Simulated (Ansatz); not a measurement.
**What SnH2 (model cell, started as rutile) distorts into**

Aim: this structure of SnH2 (model cell, started as rutile) is to be tested for unstable modes, and one is followed downhill.

Method: DFT PBE, scalar-relativistic, plane waves, PAW, in Ansatz 0.2.0.

The raw output is cut from this account; settings, times and results stay.

The structure was built from a prototype and need not be the compound's stable phase.

## (1) Starting point

Symmetry: P4_2/mnm, No. 136, tetragonal system. The conventional cell has a = 4.858 Å, b = 4.858 Å, c = 3.642 Å, α = 90.00°, β = 90.00°, γ = 90.00°. Nearest to Sn lie 6 H at 2.14 to 2.24 Å. H has 3 Sn at 2.14 to 2.24 Å nearest. Farther neighbours, and contacts between anions beyond the nearest, are not listed.

As a file:

```cif
data_structure
_symmetry_space_group_name_H-M 'P 1'
_symmetry_Int_Tables_number 1
_cell_length_a 4.8576
_cell_length_b 4.8576
_cell_length_c 3.6420
_cell_angle_alpha 90.000
_cell_angle_beta 90.000
_cell_angle_gamma 90.000
_cell_volume 85.94
loop_
_atom_site_label
_atom_site_type_symbol
_atom_site_fract_x
_atom_site_fract_y
_atom_site_fract_z
_atom_site_occupancy
Sn1 Sn 0.00000 0.00000 0.00000 1
Sn2 Sn 0.50000 0.50000 0.50000 1
H3 H 0.31107 0.31107 0.00000 1
H4 H 0.68893 0.68893 0.00000 1
H5 H 0.81107 0.18893 0.50000 1
H6 H 0.18893 0.81107 0.50000 1
```

## (2) Response at finite wavevector

Stability and thermal properties need the whole zone. Linear response on a 2×2×4 q mesh gives force constants as far as a supercell of that size would.

The input, input.yaml:

```yaml
crystal:
  lattice:
    - [4.8575969519, 0.0, 0.0]
    - [0.0, 4.8575969519, 0.0]
    - [0.0, 0.0, 3.6419952209]
  atoms:
    - { symbol: Sn, position: [0.0, 0.0, 0.0] }
    - { symbol: Sn, position: [0.5, 0.5, 0.5] }
    - { symbol: H, position: [0.3110725174, 0.3110725174, 0.0] }
    - { symbol: H, position: [0.6889274826, 0.6889274826, 0.0] }
    - { symbol: H, position: [0.8110725174, 0.1889274826, 0.5] }
    - { symbol: H, position: [0.1889274826, 0.8110725174, 0.5] }
kpoints:
  mp_grid: { grid: [8, 8, 12] }
hamiltonian:
  xc: pbe
scf:
  occupations: { method: methfessel_paxton, width: 0.2 }
output:
  eigenvalues: true
phonons:
  method: dfpt
  qmesh: [2, 2, 4]
  temperatures: { t_max: 1000, t_step: 50 }
  qpath:
    path:
      - [[0.0, 0.0, 0.0], [0.0, 0.5, 0.0], [0.5, 0.5, 0.0], [0.0, 0.0, 0.0], [0.0, 0.0, 0.5], [0.0, 0.5, 0.5], [0.5, 0.5, 0.5], [0.0, 0.0, 0.5]]
      - [[0.0, 0.5, 0.0], [0.0, 0.5, 0.5]]
      - [[0.5, 0.5, 0.0], [0.5, 0.5, 0.5]]
    npoints: 10
```

The run is started by

```bash
> ansatz run input.yaml --threads 8 --pin off --max-ram 14336MiB --backend cpu --events-out ev --progress --plain --runs-dir out
```

It took 8.1 min on 8 threads of Arm Neoverse N1, shared host; peak memory 2.1 GiB; 62 min of CPU time.

Read from the output:

| Quantity | Value |
| --- | --- |
| volume per atom | 14.32 Å³ |
| gap on the k-mesh | 0 eV |
| sum-rule residual before enforcement | 2.40e-5 eV/Å² |
| lowest frequency on the path | -804.8 cm⁻¹ |
| point group | 4/mmm |
| highest frequency on path, mesh or solved points | 976.8 cm⁻¹ |
| highest optical mode at the zone centre (no LO-TO term) | 976.8 cm⁻¹ |
| lowest optical zone-centre mode | -557.4 cm⁻¹ |
| lowest mode on the q mesh (acoustic modes at Γ apart) | -804.8 cm⁻¹ |

Frequencies (cm⁻¹) solved at each irreducible wavevector; negative means imaginary. Frequencies by wavevector, by row:

| q in reciprocal lattice units | star | mode 1 | mode 2 | mode 3 | mode 4 | mode 16 | mode 17 | mode 18 |
| --- | --- | --- | --- | --- | --- | --- | --- | --- |
| 0 0 0 | 1 | -557.4 | -342.6 | 0 | 0 | 621.4 | 658.1 | 976.8 |
| 0 0 0.25 | 2 | -463 | -426.4 | -426.4 | -289.8 | 568.8 | 689.7 | 956.8 |
| 0 0 -0.5 | 1 | -804.8 | -804.8 | 65.5 | 65.5 | 552.8 | 825.7 | 825.7 |
| 0 -0.5 0 | 2 | -345.8 | -345.8 | 40.4 | 40.4 | 586.5 | 798.2 | 798.2 |
| 0 -0.5 0.25 | 4 | -382.7 | -382.7 | 41.3 | 41.3 | 564.9 | 841.6 | 841.6 |
| 0 -0.5 -0.5 | 2 | -722.1 | -722.1 | -30.2 | -30.2 | 472.4 | 887.6 | 887.6 |
| -0.5 -0.5 0 | 1 | -442.9 | -442.9 | -4.8 | -4.8 | 522.2 | 871 | 871 |
| -0.5 -0.5 0.25 | 2 | -358.2 | -358.2 | -325.1 | -325.1 | 551.2 | 843.5 | 843.5 |
| -0.5 -0.5 -0.5 | 1 | -793.6 | -793.6 | 48.9 | 48.9 | 534.9 | 838.3 | 838.3 |

Interpolated from a 2×2×4 q mesh. The phonon branches at the labelled points (cm⁻¹):

| point | branch 1 | branch 2 | branch 3 | branch 4 | branch 15 | branch 16 | branch 17 | branch 18 |
| --- | --- | --- | --- | --- | --- | --- | --- | --- |
| Γ | -557 | -343 | 0 | 0 | 571 | 621 | 658 | 977 |
| halfway | -486 | -315 | -40 | 17 | 580 | 597 | 627 | 940 |
| X | -346 | -346 | 40 | 40 | 586 | 586 | 798 | 798 |
| halfway | -397 | -397 | 40 | 40 | 555 | 555 | 836 | 836 |
| M | -443 | -443 | -5 | -5 | 522 | 522 | 871 | 871 |
| halfway | -460 | -337 | -22 | 22 | 566 | 576 | 672 | 928 |
| Γ | -557 | -343 | 0 | 0 | 571 | 621 | 658 | 977 |
| halfway | -463 | -426 | -426 | -290 | 569 | 569 | 690 | 957 |
| Z | -805 | -805 | 66 | 66 | 553 | 553 | 826 | 826 |
| halfway | -763 | -763 | 65 | 65 | 492 | 492 | 863 | 863 |
| R | -722 | -722 | -30 | -30 | 472 | 472 | 888 | 888 |
| halfway | -756 | -756 | 58 | 58 | 510 | 510 | 868 | 868 |
| A | -794 | -794 | 49 | 49 | 535 | 535 | 838 | 838 |
| halfway | -768 | -747 | -47 | 60 | 489 | 540 | 834 | 892 |
| Z | -805 | -805 | 66 | 66 | 553 | 553 | 826 | 826 |
| jump to X | -346 | -346 | 40 | 40 | 586 | 586 | 798 | 798 |
| halfway | -383 | -383 | 41 | 41 | 565 | 565 | 842 | 842 |
| R | -722 | -722 | -30 | -30 | 472 | 472 | 888 | 888 |
| jump to M | -443 | -443 | -5 | -5 | 522 | 522 | 871 | 871 |
| halfway | -358 | -358 | -325 | -325 | 551 | 551 | 844 | 844 |
| A | -794 | -794 | 49 | 49 | 535 | 535 | 838 | 838 |

Symmetry leaves 9 wavevectors to solve. The lowest mode among them, the acoustic zeros apart, lies at q = (0, 0, -0.5) and is imaginary, 804.8i cm⁻¹, so the energy falls along it.

## (3) The mode frozen in, largest atomic shift 0 Å

The mode followed lies at q = (0, 0, -0.5) with frequency 804.8i cm⁻¹ and is 2-fold degenerate, the softest among the wavevectors solved. At small amplitude the pattern taken leaves space group no. 92 by a symmetry search on the positions. The undistorted cell that holds it gives the zero of energy on the same k mesh.

System of this step: SnH2 (model cell, started as rutile). The structure is tetragonal, space group P4_2/mnm (No. 136). The conventional cell has a = 4.858 Å, b = 4.858 Å, c = 3.642 Å, α = 90.00°, β = 90.00°, γ = 90.00°. Nearest to Sn lie 6 H at 2.14 to 2.24 Å. Nearest to H lie 3 Sn at 2.14 to 2.24 Å. Farther neighbours, and contacts between anions beyond the nearest, are not listed.

The input, input.yaml:

```yaml
crystal:
  lattice:
    - [4.8575969519, 0.0, 0.0]
    - [0.0, 4.8575969519, 0.0]
    - [0.0, 0.0, 7.2839904417]
  atoms:
    - { symbol: Sn, position: [0.0, 0.0, 0.0] }
    - { symbol: Sn, position: [0.0, 0.0, 0.5] }
    - { symbol: Sn, position: [0.5, 0.5, 0.25] }
    - { symbol: Sn, position: [0.5, 0.5, 0.75] }
    - { symbol: H, position: [0.3110725174, 0.3110725174, 0.0] }
    - { symbol: H, position: [0.3110725174, 0.3110725174, 0.5] }
    - { symbol: H, position: [0.6889274826, 0.6889274826, 0.0] }
    - { symbol: H, position: [0.6889274826, 0.6889274826, 0.5] }
    - { symbol: H, position: [0.8110725174, 0.1889274826, 0.25] }
    - { symbol: H, position: [0.8110725174, 0.1889274826, 0.75] }
    - { symbol: H, position: [0.1889274826, 0.8110725174, 0.25] }
    - { symbol: H, position: [0.1889274826, 0.8110725174, 0.75] }
kpoints:
  mp_grid: { grid: [8, 8, 6] }
hamiltonian:
  xc: pbe
scf:
  occupations: { method: methfessel_paxton, width: 0.2 }
output:
  forces: true
  stress: true
  eigenvalues: true
```

Run time: 7 s. Hardware: 8 threads; peak memory 0.83 GiB.

This step gave:

```
pressure                         : 4.56e-4 GPa
energy from the undistorted cell : 0 meV/atom
```

The run ends at a pressure of 0.00 GPa.

## (4) The mode frozen in, largest atomic shift 0.45 Å

The atoms are moved along the unstable eigenvector, the largest shift by 0.45 Å, with the cell fixed.

The input, input.yaml:

```yaml
crystal:
  lattice:
    - [4.8575969519, 0.0, 0.0]
    - [0.0, 4.8575969519, 0.0]
    - [0.0, 0.0, 7.2839904417]
  atoms:
    - { symbol: Sn, position: [4.41243e-05, -4.41243e-05, 0.0] }
    - { symbol: Sn, position: [-4.41243e-05, 4.41243e-05, 0.5] }
    - { symbol: Sn, position: [0.5000441243, 0.5000441243, 0.25] }
    - { symbol: Sn, position: [0.4999558757, 0.4999558757, 0.75] }
    - { symbol: H, position: [0.3155756311, 0.3065694037, -0.0616331725] }
    - { symbol: H, position: [0.3065694037, 0.3155756311, 0.5616331725] }
    - { symbol: H, position: [0.6934305963, 0.6844243689, 0.0616331725] }
    - { symbol: H, position: [0.6844243689, 0.6934305963, 0.4383668275] }
    - { symbol: H, position: [0.8155756311, 0.1934305963, 0.3116331725] }
    - { symbol: H, position: [0.8065694037, 0.1844243689, 0.6883668275] }
    - { symbol: H, position: [0.1934305963, 0.8155756311, 0.1883668275] }
    - { symbol: H, position: [0.1844243689, 0.8065694037, 0.8116331725] }
kpoints:
  mp_grid: { grid: [8, 8, 6] }
hamiltonian:
  xc: pbe
scf:
  occupations: { method: methfessel_paxton, width: 0.2 }
output:
  forces: true
  stress: true
  eigenvalues: true
```

Wall time 10 s (8 threads); peak memory 0.75 GiB; 77 s of CPU time.

This step gave:

- pressure: 3.038 GPa
- energy from the undistorted cell: -79.76 meV/atom

The energy, extrapolated to zero smearing, is -79.76 meV/atom against the undistorted cell.

The run ends at a pressure of 3.04 GPa, with forces up to 0.35 eV/Å.

## (5) Energy along the mode, all amplitudes (two of the runs are shown above)

An imaginary frequency means negative curvature, so the energy should fall and then rise again as anharmonic terms take over.

This step gave:

| Item | Value |
| --- | --- |
| depth at the lowest point sampled | 79.76 meV/atom |
| largest atomic shift at that point | 0.45 Å |

Energy from the parent against largest atomic shift:

| largest atomic shift (Å) | energy from the parent (meV/atom) |
| --- | --- |
| 0.000 | 0 |
| 0.040 | -1.23 |
| 0.080 | -4.98 |
| 0.140 | -15.0 |
| 0.220 | -34.2 |
| 0.320 | -59.4 |
| 0.450 | -79.8 |
| 0.600 | -59.7 |

Displacement at unit largest shift by atom:

| atom | x (Å) | y (Å) | z (Å) | size |
| --- | --- | --- | --- | --- |
| Sn1 | 0.00 | 0.00 | 0.00 | 0.00 |
| Sn2 | 0.00 | 0.00 | 0.00 | 0.00 |
| Sn3 | 0.00 | 0.00 | 0.00 | 0.00 |
| Sn4 | 0.00 | 0.00 | 0.00 | 0.00 |
| H5 | 0.05 | -0.05 | -1.00 | 1.00 |
| H6 | -0.05 | 0.05 | 1.00 | 1.00 |
| H7 | 0.05 | -0.05 | 1.00 | 1.00 |
| H8 | -0.05 | 0.05 | -1.00 | 1.00 |
| H9 | 0.05 | 0.05 | 1.00 | 1.00 |
| H10 | -0.05 | -0.05 | -1.00 | 1.00 |
| H11 | 0.05 | 0.05 | -1.00 | 1.00 |
| H12 | -0.05 | -0.05 | 1.00 | 1.00 |

The lowest step is at 0.45 Å, 79.8 meV/atom below the parent, and the energy rises beyond it.

## (6) Relaxation from the frozen mode

Starting from the lowest point found, all atoms and the cell are let go, so that strain and other modes of the same symmetry can join in.

input.yaml: that of step 4 with these lines changed.

```diff
@@ -28 +28,6 @@
   eigenvalues: true
+relax:
+  adjacent_minimum: "off"
+  f_tol: 0.002
+  max_steps: 120
+  cell: { stress_tol: 0.03 }
```

It took 2.6 min on 8 threads; peak memory 0.94 GiB; 20 min of CPU time.

Relaxation path:

| step | energy less that of the first step (eV) | largest force component (eV/Å) | pressure (GPa) | volume (Å³) |
| --- | --- | --- | --- | --- |
| 1 | 0.0000 | 0.2682 | 3.04 | 171.87 |
| 2 | -0.3383 | 0.1906 | 0.03 | 181.95 |
| 3 | -0.5066 | 0.1706 | -0.54 | 187.06 |
| 4 | -0.6915 | 0.0602 | -0.24 | 200.96 |
| 5 | -0.7476 | 0.1804 | -0.98 | 203.88 |
| 6 | -0.7743 | 0.0652 | 0.64 | 195.80 |
| 7 | -0.7867 | 0.0093 | 0.05 | 201.31 |
| 8 | -0.7867 | 0.0038 | 0.02 | 201.44 |
| 9 | -0.7867 | 0.0001 | 0.00 | 201.54 |
| 10* | -0.8198 | 0.0010 | 0.11 | 201.54 |
| 11 | -0.8201 | 0.0028 | 0.01 | 203.89 |
| 12 | -0.8201 | 0.0026 | 0.00 | 204.05 |
| 13 | -0.8200 | 0.0004 | 0.00 | 204.23 |
| 14* | -0.8217 | 0.0005 | 0.00 | 204.23 |

Relaxation steps marked * repeat the geometry before them on a plane-wave basis chosen anew for their cell, so energy and pressure can jump there.

The run keeps the 8 symmetry operations that the program found, so distortions that break them were not tested.

| cell as run | before | after | change |
| --- | --- | --- | --- |
| a (Å) | 4.858 | 4.949 | +1.9 % |
| b (Å) | 4.858 | 4.949 | +1.9 % |
| c (Å) | 7.284 | 8.340 | +14.5 % |
| volume (Å³/atom) | 14.32 | 17.02 | +18.8 % |

The atoms that moved most (Å, as changes of fractional coordinates times the final cell):

| atom | dx | dy | dz | length |
| --- | --- | --- | --- | --- |
| H11 | 0.531 | 0.193 | -0.407 | 0.696 |
| H5 | 0.193 | -0.531 | -0.407 | 0.696 |
| H12 | -0.193 | -0.531 | 0.407 | 0.696 |
| H7 | 0.531 | -0.193 | 0.407 | 0.696 |
| H8 | -0.193 | 0.531 | -0.407 | 0.696 |
| H9 | 0.193 | 0.531 | 0.407 | 0.696 |
| H6 | -0.531 | 0.193 | 0.407 | 0.696 |
| H10 | -0.531 | -0.193 | -0.407 | 0.696 |

Final coordinates:

```xyz
12
Lattice="4.9487 0.0000 0.0000 0.0000 4.9487 0.0000 0.0000 0.0000 8.3396" Properties=species:S:1:pos:R:3 pbc="T T T"
Sn    0.1406   -0.1406    0.0000
Sn   -0.1406    0.1406    4.1698
Sn    2.6149    2.6149    2.0849
Sn    2.3337    2.3337    6.2547
H     1.7545    0.9860   -0.9210
H     0.9860    1.7545    5.0908
H     3.9626    3.1942    0.9210
H     3.1942    3.9626    3.2488
H     4.2288    1.4883    3.0059
H     3.4604    0.7198    5.3337
H     1.4883    4.2288    1.1639
H     0.7198    3.4604    7.1757
```

This step gave:

| Item | Value |
| --- | --- |
| pressure | 0.003506 GPa |
| volume per atom | 17.02 Å³ |
| gap on the k-mesh | 1.219 eV |

The distorted start has space group P4_12_12; the relaxation ends in P4_12_12.

## (7) Outcome

| Property | Result |
| --- | --- |
| unstable mode of the parent | q = (0, 0, -0.5), 805i cm⁻¹ |
| depth at the lowest point sampled | 79.8 meV/atom |
| largest atomic shift at that point | 0.45 Å |
| space group reached | P4_12_12 |
| energy gained over the parent (first relaxation, on the mesh of the frozen mode) | 148 meV/atom |
| volume per atom, phase reached | 17.0 Å³ |
| gap on the k-mesh, phase reached | 1.22 eV |

In words: Along this mode the structure falls into P4_12_12, 148 meV/atom below the parent. At the parent's cell the well is 79.76 meV/atom deep on the steps tried, with its lowest point at a shift of 0.45 Å. Relaxing atoms and cell changes the gain by +68.41 meV/atom against the lowest step (energies at zero smearing). The modes of the phase reached were not computed. Of the 6 patterns followed from this parent, this one reaches the lowest energy. Differences under 1.0 meV/atom are within the error of comparing unlike cells and meshes, so the order among close phases is not settled. Each path keeps the symmetry of its pattern, so a lower phase may lie along a pattern not tried. With no gap, or one that is small against the smearing, the frequencies hang on the k mesh and the smearing, most of all near Kohn anomalies. The volume moved by more than a tenth on the k mesh of the start, so the energy gain is rough. Spin-orbit coupling is left out, which can matter for the heavy elements here. The starting cell was built on a prototype and not taken from a measurement, so the phase need not exist.

[Long decimals in the printed logs are rounded to 6 places.]

[Logs are printed without paths, hosts, clocks, repeated set-up lines and the standing remarks that a program may print on its own settings, such as how far it seeks lower states.]

[Hosts, paths, dates, database ids (printed as entryN), source tags and the programs' standing remarks are cut or masked in the printed files.]

[Where the starting crystal was built by hand or by swapping elements, it need not be the compound's stable phase.]
